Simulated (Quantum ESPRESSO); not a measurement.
# HfO2 [001], fluorite: the electronic dielectric constant against strain along c

How does ε∞, from linear response (ph.x, fixed occupations, ions clamped), follow the strain along c? The symmetry of the cell is held, so distortions that would lower it, which this phase may prefer, aren't tested.

Calculated with Quantum ESPRESSO 7.5, PBEsol, GBRV 1.5 ultrasoft potentials, cutoff 680 eV, Fermi–Dirac smearing 0.02 eV, k-mesh 8×8×6, no spin polarisation, no spin-orbit coupling.

| strain along c (%) | V (Å³/atom) | ε_xx | ε_yy | ε_zz | mean | gap (eV) |
| --- | --- | --- | --- | --- | --- | --- |
| −3 | 10.386 | 5.345 | 5.345 | 5.115 | 5.268 | 3.436 |
| −1 | 10.528 | 5.286 | 5.286 | 5.210 | 5.261 | 3.696 |
| 0 | 10.600 | 5.262 | 5.262 | 5.265 | 5.263 | 3.773 |
| 1 | 10.673 | 5.242 | 5.242 | 5.324 | 5.269 | 3.706 |
| 2 | 10.747 | 5.224 | 5.224 | 5.387 | 5.278 | 3.611 |
| 3 | 10.822 | 5.209 | 5.209 | 5.454 | 5.291 | 3.454 |

**Question.** Give the mean ε∞ and the long-wavelength refractive index at x = -2, a row left out above (x is the first column).

Least squares with ε = e0 + e1 x + e2 x² gives e0 = 5.2631, e1 = 0.0038429 and e2 = 0.001821. At x = -2 this is 5.263, so n = √ε = 2.294 as an average over directions. The run itself gives 5.263, so the estimate misses by 0.000, a rounding's worth.

Along the table the mean ε∞ doesn't follow the smallest gap simply. Semilocal functionals tend to give ε∞ too large, the k-mesh wasn't converged for it (a zone-centred mesh of this size overestimates it where the gap is small), and polar lattice vibrations add to the static constant, which isn't calculated here.
